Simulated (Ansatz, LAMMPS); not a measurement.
**Charge trapping in glassy 83GeO2-8Al2O3-8SrO (mol %) (111 atoms)**

Aim: add and remove one electron in glassy 83GeO2-8Al2O3-8SrO (mol %) (111 atoms), with atoms held and relaxed, and read trapping energy and localisation.

Method: Kohn-Sham DFT, PBE, PAW (set soft_1), plane waves; PAW set soft_1, in Ansatz 0.2.0.

## 1. Set-up

The cell holds 111 atoms: 30 Ge, 6 Al, 3 Sr and 72 O. Cell: a = 11.866 Å, b = 11.866 Å, c = 11.866 Å, α = 90.0°, β = 90.0°, γ = 90.0°. 111 atoms (30 Ge, 6 Al, 3 Sr, 72 O) placed at random at 3.7 g/cm³, melted at 4000 K for 10 ps at fixed volume with the Morse and Coulomb pair potential with partial charges (Pedone, Malavasi, Menziani, Cormack and Segre, J. Phys. Chem. B 110, 11780 (2006)). Quenched from 4000 K to 300 K at 10 K/ps and fixed volume, held 10 ps at zero pressure.

Limits known from the start: The quench rate of 10 K/ps far exceeds what a furnace or splat quench reaches, so expect more defects and frozen-in strain than in a real sample. The starting topology of bonds comes from the classical model, and needn't be the one that DFT or experiment would give. Sampling is at Γ alone, for a cell whose shortest periodic width is 12 Å.

## 2. Single point at the start

A single point comes first, to see the forces before anything moves.

input.yaml reads:

```yaml
crystal:
  lattice:
    - [11.8657, 0.0, 0.0]
    - [0.0, 11.8657, 0.0]
    - [0.0, 0.0, 11.8657]
  atoms:
    - { symbol: Ge, position: [0.90803, 0.95387, 0.79632] }
    - { symbol: Ge, position: [0.45859, 0.49842, 0.1966] }
    - { symbol: Ge, position: [0.49212, 0.03427, 0.64225] }
    - { symbol: Ge, position: [0.18362, 0.67884, 0.86512] }
    - { symbol: Ge, position: [0.99534, 0.98788, 0.20902] }
    - { symbol: Ge, position: [0.66671, 0.37828, 0.8113] }
    - { symbol: Ge, position: [0.92193, 0.34288, 0.61257] }
    - { symbol: Ge, position: [0.47953, 0.99758, 0.35384] }
    - { symbol: Ge, position: [0.35063, 0.26569, 0.75236] }
    - { symbol: Ge, position: [0.29679, 0.44497, 0.96683] }
    - { symbol: Ge, position: [0.57054, 0.21167, 0.98836] }
    - { symbol: Ge, position: [0.18896, 0.0349, 0.41951] }
    - { symbol: Ge, position: [0.11555, 0.73415, 0.14417] }
    - { symbol: Ge, position: [0.18282, 0.32999, 0.19224] }
    - { symbol: Ge, position: [0.92128, 0.56843, 0.47227] }
    - { symbol: Ge, position: [0.69235, 0.39748, 0.16832] }
    - { symbol: Ge, position: [0.31399, 0.11346, 0.07623] }
    - { symbol: Ge, position: [0.93237, 0.68592, 0.73361] }
    - { symbol: Ge, position: [0.52833, 0.38587, 0.57734] }
    - { symbol: Ge, position: [0.76391, 0.97469, 0.36373] }
    - { symbol: Ge, position: [0.92078, 0.53666, 0.09778] }
    - { symbol: Ge, position: [0.43752, 0.62746, 0.47168] }
    - { symbol: Ge, position: [0.18697, 0.51072, 0.40113] }
    - { symbol: Ge, position: [0.45828, 0.76469, 0.72675] }
    - { symbol: Ge, position: [0.68522, 0.96618, 0.97438] }
    - { symbol: Ge, position: [0.16326, 0.27093, 0.55992] }
    - { symbol: Ge, position: [0.70669, 0.70655, 0.38372] }
    - { symbol: Ge, position: [0.6729, 0.64379, 0.8433] }
    - { symbol: Ge, position: [0.06331, 0.12465, 0.96218] }
    - { symbol: Ge, position: [0.76261, 0.10637, 0.61109] }
    - { symbol: Al, position: [0.50395, 0.7887, 0.98313] }
    - { symbol: Al, position: [0.32279, 0.88546, 0.23103] }
    - { symbol: Al, position: [0.72212, 0.73926, 0.10242] }
    - { symbol: Al, position: [0.52651, 0.2598, 0.33071] }
    - { symbol: Al, position: [0.50611, 0.73292, 0.25154] }
    - { symbol: Al, position: [0.94114, 0.37236, 0.87339] }
    - { symbol: Sr, position: [0.1902, 0.76955, 0.57292] }
    - { symbol: Sr, position: [0.87128, 0.25055, 0.3384] }
    - { symbol: Sr, position: [0.20443, 0.99117, 0.75341] }
    - { symbol: O, position: [0.47375, 0.12783, 0.29142] }
    - { symbol: O, position: [0.31858, 0.97531, 0.11255] }
    - { symbol: O, position: [0.5757, 0.27581, 0.85807] }
    - { symbol: O, position: [0.28868, 0.60156, 0.45166] }
    - { symbol: O, position: [0.45299, 0.85671, 0.30696] }
    - { symbol: O, position: [0.4176, 0.35893, 0.66361] }
    - { symbol: O, position: [0.72035, 0.88542, 0.08792] }
    - { symbol: O, position: [0.21082, 0.11443, 0.96544] }
    - { symbol: O, position: [0.25858, 0.20793, 0.17332] }
    - { symbol: O, position: [0.05507, 0.57931, 0.41104] }
    - { symbol: O, position: [0.64516, 0.70781, 0.9725] }
    - { symbol: O, position: [0.7935, 0.9427, 0.88671] }
    - { symbol: O, position: [0.46554, 0.01051, 0.50359] }
    - { symbol: O, position: [0.2335, 0.77208, 0.21932] }
    - { symbol: O, position: [0.93587, 0.64276, 0.59859] }
    - { symbol: O, position: [0.56954, 0.70406, 0.43838] }
    - { symbol: O, position: [0.78194, 0.83339, 0.39976] }
    - { symbol: O, position: [0.97161, 0.39778, 0.73142] }
    - { symbol: O, position: [0.54751, 0.28033, 0.48262] }
    - { symbol: O, position: [0.63922, 0.50948, 0.86155] }
    - { symbol: O, position: [0.78415, 0.06107, 0.47478] }
    - { symbol: O, position: [0.83168, 0.44678, 0.16572] }
    - { symbol: O, position: [0.33464, 0.34022, 0.87246] }
    - { symbol: O, position: [0.08443, 0.01506, 0.31652] }
    - { symbol: O, position: [0.62712, 0.98622, 0.34472] }
    - { symbol: O, position: [0.003, 0.24558, 0.91435] }
    - { symbol: O, position: [0.66704, 0.10603, 0.98795] }
    - { symbol: O, position: [0.44209, 0.16226, 0.02627] }
    - { symbol: O, position: [0.41472, 0.69284, 0.6076] }
    - { symbol: O, position: [0.94707, 0.8338, 0.7416] }
    - { symbol: O, position: [0.65873, 0.72862, 0.24186] }
    - { symbol: O, position: [0.17488, 0.39818, 0.4974] }
    - { symbol: O, position: [0.03611, 0.61292, 0.16419] }
    - { symbol: O, position: [0.16613, 0.96375, 0.54064] }
    - { symbol: O, position: [0.01462, 0.07043, 0.08736] }
    - { symbol: O, position: [0.40468, 0.131, 0.72026] }
    - { symbol: O, position: [0.95596, 0.47814, 0.97492] }
    - { symbol: O, position: [0.21867, 0.16967, 0.47402] }
    - { symbol: O, position: [0.86212, 0.01941, 0.26642] }
    [... 27 atom lines left out ...]
    - { symbol: O, position: [0.44796, 0.3721, 0.25971] }
    - { symbol: O, position: [0.13961, 0.724, 0.99862] }
    - { symbol: O, position: [0.81106, 0.24833, 0.60688] }
    - { symbol: O, position: [0.60405, 0.51487, 0.18143] }
    - { symbol: O, position: [0.79434, 0.34411, 0.85123] }
    - { symbol: O, position: [0.46096, 0.90434, 0.70054] }
kpoints:
  mp_grid: { grid: [1, 1, 1] }
hamiltonian:
  xc: pbe
  pseudopotentials: { kind: paw, azcp: { folder: soft_1 } }
scf:
  occupations: { method: fixed }
output:
  forces: true
```

The run is started by

```console
> ansatz run input.yaml --threads 4 --pin off --max-ram 8192MiB --backend cpu --events-out ev --progress --plain --runs-dir out
```

The program printed:

```text
Engine: ansatz 0.2.0, aarch64-unknown-linux-gnu
Pseudopotentials: kind: paw
Pseudopotential: Ge, paw, valence charge 14, recommended cutoff 420 eV (normal), soft_1/Ge.paw.azcp
Pseudopotential: Al, paw, valence charge 3, recommended cutoff 420 eV (normal), soft_1/Al.paw.azcp
Pseudopotential: Sr, paw, valence charge 10, recommended cutoff 420 eV (normal), soft_1/Sr.paw.azcp
Pseudopotential: O, paw, valence charge 6, recommended cutoff 420 eV (normal), soft_1/O.paw.azcp
[... 5 lines on functional and potentials left out ...]
Crystal: 111 atoms, lattice volume = 1670.629 Å³
Basis set: ecut = 420 eV, 32675 PW (Γ), exchange–correlation on 160×160×160 points (8 copies of the dense FFT grid, shifted against one another)
Bands: 561, of which v1, the nominal top of the filled ones, is band 450 counted from 1 (449 counted from 0)
Symmetry: 1 space group operations
Space group: P1 (ITA 1), of the structure as read, at distance tolerance 1.2e-4 Å
k-points: 1
[... 9 lines on functional and potentials left out ...]
Initial density: superposition of atomic densities (chi_scale 0.1, normalization cell, long waves kept (reshape's long-wave potential 0.84 eV rms))
Initial wavefunctions: pseudopotential atomic-orbital guess
Functional: x = pbe(κ = 0.804, μ = 0.219515), c = pbe(β = 0.066725)
SCF iter   1: F=—  HF=-183611.418761 eV  |F-HF|=—  |Δ(HF+E_count)|=         —  Δρ=1.01e-1  dr2=1.39e2  ethr=3.10e-3  ⟨swp⟩=7.0  Hψ=2091  notcnv=0  defer=108
preconditioner: auto → Resta (q_TF=auto, 2.461 Å⁻¹)  ε∞=2.7  [insulator: Δε(μ)=1.773 eV  Ē_g=21.062 eV  n_scr=436 (ndim 8)  ℏωp=27.2 eV  f_vac=0.125  ε∞_Penn≈2.7]
SCF iter   2: F=—  HF=-183574.792222 eV  |F-HF|=—  |Δ(HF+E_count)|=    3.66e1  Δρ=4.30e-2  dr2=1.90e1  ethr=3.10e-3  ⟨swp⟩=5.0  Hψ=1075  notcnv=0  defer=108
SCF iter   3: F=—  HF=-183570.494390 eV  |F-HF|=—  |Δ(HF+E_count)|=    4.30e0  Δρ=1.63e-2  dr2=4.23e0  ethr=2.12e-3  ⟨swp⟩=3.0  Hψ=1524  notcnv=0  defer=109
SCF iter   4: F=—  HF=-183569.890490 eV  |F-HF|=—  |Δ(HF+E_count)|=   6.04e-1  Δρ=5.65e-3  dr2=4.72e-1  ethr=4.70e-4  ⟨swp⟩=3.0  Hψ=912  notcnv=0  defer=109
SCF iter   5: F=—  HF=-183569.891237 eV  |F-HF|=—  |Δ(HF+E_count)|=   7.48e-4  Δρ=2.55e-3  dr2=9.97e-2  ethr=5.24e-5  ⟨swp⟩=2.0  Hψ=918  notcnv=0  defer=109
SCF iter   6: F=—  HF=-183569.939868 eV  |F-HF|=—  |Δ(HF+E_count)|=   4.86e-2  Δρ=1.31e-3  dr2=2.62e-2  ethr=1.11e-5  ⟨swp⟩=3.0  Hψ=914  notcnv=0  defer=109
SCF iter   7: F=—  HF=-183569.941778 eV  |F-HF|=—  |Δ(HF+E_count)|=   1.91e-3  Δρ=2.97e-4  dr2=1.87e-3  ethr=2.91e-6  ⟨swp⟩=2.0  Hψ=1049  notcnv=0  defer=109
SCF iter   8: F=—  HF=-183569.944473 eV  |F-HF|=—  |Δ(HF+E_count)|=   2.70e-3  Δρ=2.26e-4  dr2=7.58e-4  ethr=2.08e-7  ⟨swp⟩=2.0  Hψ=911  notcnv=0  defer=109
SCF iter   9: F=—  HF=-183569.944660 eV  |F-HF|=—  |Δ(HF+E_count)|=   1.87e-4  Δρ=4.75e-5  dr2=4.00e-5  ethr=8.42e-8  ⟨swp⟩=2.0  Hψ=814  notcnv=0  defer=108
SCF iter  10: F=—  HF=-183569.944903 eV  |F-HF|=—  |Δ(HF+E_count)|=   2.43e-4  Δρ=2.22e-5  dr2=7.49e-6  ethr=4.45e-9  ⟨swp⟩=2.0  Hψ=909  notcnv=0  defer=103
SCF iter  11: F=—  HF=-183569.944913 eV  |F-HF|=—  |Δ(HF+E_count)|=   9.34e-6  Δρ=2.24e-5  dr2=6.83e-6  ethr=8.32e-10  ⟨swp⟩=3.0  Hψ=920  notcnv=0  defer=103
SCF iter  12: F=—  HF=-183569.944912 eV  |F-HF|=—  |Δ(HF+E_count)|=   7.28e-7  Δρ=2.66e-6  dr2=1.24e-7  ethr=7.59e-10  ⟨swp⟩=3.0  Hψ=784  notcnv=0  defer=104
SCF iter  13: F=-183569.944912 eV  HF=-183569.944912 eV  |F-HF|=1.61e-8  |Δ(HF+E_count)|=   2.30e-7  Δρ=2.10e-6  dr2=6.26e-8  ethr=1.11e-11  ⟨swp⟩=5.0  Hψ=1733  notcnv=0
SCF 1 converged in 13 iterations: F = -183569.944912 eV  dr2 = 6.26e-8
  greatest PAW one-centre occupation: 0.999 electrons in one spin orbital (limit 2), on the Ge atom at site 21 (counted from 0), in its partial waves of l = 2
SCF converged after 13 iterations
Free energy (F): -183569.944912 eV
Harris-Foulkes:  -183569.944912 eV  (|F-HF|=1.61e-8)
Internal energy: -183569.944912 eV  (E = F + TS)
E sigma→0 (E₀):  -183569.944912 eV
Fermi energy:    4.444530 eV
--- Per-component energies (eV) ---
  E_band       = -8262.231687
  E_kinetic    = 15865.140112
  E_local      = -124079.694964  (includes V_loc(G=0)·N_el)
  E_nonlocal   = 11371.359026
  E_hartree    = 55117.005503
  E_xc         = -7993.749962
  E_vxc        = -9101.849904  (∫ρ·V_xc dr)
  E_paw        = -83340.759971  (= ΣΔE_a)
  E_vpaw       = -12551.273817  (= ΣTr[D̂ρ^β])
  E_aug_tail   = 0.057289  (compensation charges beyond the density's cutoff)
  E_ewald      = -50509.301945
  E_smearing   = -0.000000  (= −TS)
  E_closure    = 0.000000  (closes the sum)
  Σ components = -183569.944912   (vs F -183569.944912, Δ=0.00e0)
--- Forces (eV/Å), atoms counted from 1 ---
  atom   1  Ge    -2.76851480     2.90748040     2.85287722
  atom   2  Ge    -0.33163422    -1.56938467    -0.86883245
  atom   3  Ge    -0.13251270     0.86399483    -0.26730826
  atom   4  Ge    -1.38913151     2.16366452     0.56057519
  atom   5  Ge     0.71128100    -1.34314044    -2.24823788
  atom   6  Ge    -0.67607034     0.02359043    -1.17870393
  atom   7  Ge    -0.08646889    -1.90795685     1.76400347
  atom   8  Ge     0.24353812     1.26810127     2.22552470
  atom   9  Ge     1.26248259     0.82319184    -1.68207181
  atom  10  Ge    -0.54976967    -0.11161020     1.45660929
  atom  11  Ge     0.52742416    -0.04195211    -0.07997819
  atom  12  Ge    -0.64933471     1.86191821     0.00197886
  atom  13  Ge    -0.18864841    -0.40540623    -1.41034665
  atom  14  Ge    -1.29766358    -0.46748148    -0.54702937
[...]
atom 110  O      2.95364969    -0.90406912     0.90990754
  atom 111  O     -0.84117833     2.00805893     0.18003237
  max |Σ_I F_I| component: 9.05e-5 eV/Å
```

Elapsed: 38 s, on 4 threads of Arm Neoverse V1, shared host; peak memory 2.6 GiB.

The r.m.s. force at the start is 1.2 eV/Å.

## 3. Relaxation

The atoms are relaxed in the fixed cell, aiming at the force tolerance of the input.

input.yaml reads:

```yaml
crystal:
  lattice:
    - [11.8657, 0.0, 0.0]
    - [0.0, 11.8657, 0.0]
    - [0.0, 0.0, 11.8657]
  atoms:
    [... the 111 atom lines of step 2 ...]
kpoints:
  mp_grid: { grid: [1, 1, 1] }
hamiltonian:
  xc: pbe
  pseudopotentials: { kind: paw, azcp: { folder: soft_1 } }
scf:
  occupations: { method: fixed }
output:
  forces: true
relax:
  f_tol: 0.05
  max_steps: 120
```

The program printed:

```text
[...]
Crystal: 111 atoms, lattice volume = 1670.629 Å³
Basis set: ecut = 420 eV, 32675 PW (Γ), exchange–correlation on 160×160×160 points (8 copies of the dense FFT grid, shifted against one another)
Bands: 561, of which v1, the nominal top of the filled ones, is band 450 counted from 1 (449 counted from 0)
Symmetry: 1 space group operations
[...]
k-points: 1
[...]
SCF iter   1: F=—  HF=-183611.418756 eV  |F-HF|=—  |Δ(HF+E_count)|=         —  Δρ=1.01e-1  dr2=1.39e2  ethr=3.10e-3  ⟨swp⟩=7.0  Hψ=2091  notcnv=0  defer=108
[...]
SCF iter   9: F=—  HF=-183569.944845 eV  |F-HF|=—  |Δ(HF+E_count)|=   1.71e-4  Δρ=4.75e-5  dr2=4.00e-5  ethr=8.42e-8  ⟨swp⟩=2.0  Hψ=814  notcnv=0  defer=109
SCF iter  10: F=-183569.944909 eV  HF=-183569.944903 eV  |F-HF|=5.35e-6  |Δ(HF+E_count)|=   5.82e-5  Δρ=2.18e-5  dr2=7.37e-6  ethr=4.44e-9  ⟨swp⟩=4.0  Hψ=1623  notcnv=0
SCF 1 converged in 10 iterations: F = -183569.944909 eV  dr2 = 7.37e-6
[...]
relax step   1: F+E_penalty+E_count = -183569.94490873 eV  Δ(F+E_penalty+E_count) = +0.000e0 eV  max|allowed force component| = 3.370e0 eV/Å  Δτ_max = 0.0000 Å  (10 SCF iters, dr2 threshold 6.25e-5 eV, accepted)
[...]
relax step   2: F+E_penalty+E_count = -183576.64885481 eV  Δ(F+E_penalty+E_count) = -6.704e0 eV  max|allowed force component| = 1.927e0 eV/Å  Δτ_max = 0.1949 Å  (7 SCF iters, dr2 threshold 1.00e-4 eV, accepted)
[...]
relax step   3: F+E_penalty+E_count = -183581.30719910 eV  Δ(F+E_penalty+E_count) = -4.658e0 eV  max|allowed force component| = 1.272e0 eV/Å  Δτ_max = 0.1948 Å  (8 SCF iters, dr2 threshold 1.00e-4 eV, accepted)
relax step   4: F+E_penalty+E_count = -183582.32517230 eV  Δ(F+E_penalty+E_count) = -1.018e0 eV  max|allowed force component| = 8.054e-1 eV/Å  Δτ_max = 0.2000 Å  (7 SCF iters, dr2 threshold 1.00e-4 eV, accepted)
relax step   5: F+E_penalty+E_count = -183582.83836174 eV  Δ(F+E_penalty+E_count) = -5.132e-1 eV  max|allowed force component| = 3.798e-1 eV/Å  Δτ_max = 0.1942 Å  (8 SCF iters, dr2 threshold 1.00e-4 eV, accepted)
relax step   6: F+E_penalty+E_count = -183582.98528922 eV  Δ(F+E_penalty+E_count) = -1.469e-1 eV  max|allowed force component| = 3.137e-1 eV/Å  Δτ_max = 0.2000 Å  (7 SCF iters, dr2 threshold 3.21e-5 eV, accepted)
relax step   7: F+E_penalty+E_count = -183583.03624793 eV  Δ(F+E_penalty+E_count) = -5.096e-2 eV  max|allowed force component| = 2.603e-1 eV/Å  Δτ_max = 0.1439 Å  (7 SCF iters, dr2 threshold 2.19e-5 eV, accepted)
relax step   8: F+E_penalty+E_count = -183583.04606269 eV  Δ(F+E_penalty+E_count) = -9.815e-3 eV  max|allowed force component| = 3.057e-1 eV/Å  Δτ_max = 0.1858 Å  (7 SCF iters, dr2 threshold 4.62e-5 eV, accepted)
relax step   9: F+E_penalty+E_count = -183583.10085379 eV  Δ(F+E_penalty+E_count) = -5.479e-2 eV  max|allowed force component| = 6.845e-2 eV/Å  Δτ_max = 0.0722 Å  (7 SCF iters, dr2 threshold 6.43e-5 eV, accepted)
relax step  10: F+E_penalty+E_count = -183583.10748084 eV  Δ(F+E_penalty+E_count) = -6.627e-3 eV  max|allowed force component| = 5.534e-2 eV/Å  Δτ_max = 0.0230 Å  (8 SCF iters, accepted)
relax step  11: F+E_penalty+E_count = -183583.08685446 eV  Δ(F+E_penalty+E_count) = +2.063e-2 eV  max|allowed force component| = 3.616e-1 eV/Å  Δτ_max = 0.2000 Å  (10 SCF iters, rejected (line search))
relax step  12: F+E_penalty+E_count = -183583.11503765 eV  Δ(F+E_penalty+E_count) = -7.557e-3 eV  max|allowed force component| = 4.881e-2 eV/Å  Δτ_max = 0.1000 Å  (9 SCF iters, accepted)
[...]
relax step  13: F+E_penalty+E_count = -183583.11743371 eV  Δ(F+E_penalty+E_count) = -2.396e-3 eV  max|allowed force component| = 3.700e-2 eV/Å  Δτ_max = 0.0666 Å  (9 SCF iters, accepted)
SCF converged after 9 iterations
Free energy (F): -183583.117434 eV
[...]
Internal energy: -183583.117434 eV  (E = F + TS)
E sigma→0 (E₀):  -183583.117434 eV
Fermi energy:    3.636770 eV
[...]
Σ components = -183583.117434   (vs F -183583.117434, Δ=0.00e0)
--- Forces (eV/Å), atoms counted from 1 ---
  atom   1  Ge     0.01305025     0.00485658    -0.00599979
  atom   2  Ge    -0.01301955     0.00153969     0.00106256
  atom   3  Ge     0.03700346    -0.00264810     0.00061801
  atom   4  Ge    -0.00058131     0.00747982     0.01623362
[...]
atom 111  O     -0.00256594    -0.00313638    -0.01114229
  max |Σ_I F_I| component: 4.69e-5 eV/Å
--- Relaxed structure (13 steps of the walk, 12 accepted, 0 SCFs on fresh bases) ---
  F+E_penalty+E_count = -183583.11743371 eV   max|allowed force component| = 3.700e-2 eV/Å
  atoms:
    - { symbol: Ge, position: [0.901138, 0.956898, 0.803592] }
    - { symbol: Ge, position: [0.461954, 0.486311, 0.206538] }
    - { symbol: Ge, position: [0.495737, 0.042318, 0.641468] }
    - { symbol: Ge, position: [0.167546, 0.685140, 0.868607] }
[...]
- { symbol: O, position: [0.449934, 0.914380, 0.706313] }
```

Run time: 5 min. Hardware: 4 threads; peak memory 2.6 GiB.

The relaxation converged after 13 steps, 13.2 eV below its start, with a largest force component of 0.037 eV/Å.

(Part 1 of 4 ends here.)

[Long decimals in the printed logs are rounded to 6 places.]

[Logs are printed without paths, hosts, clocks, repeated set-up lines and the standing remarks that a program may print on its own settings, such as how far it seeks lower states.]

[Hosts, paths, dates, database ids (printed as entryN), source tags and the programs' standing remarks are cut or masked in the printed files.]
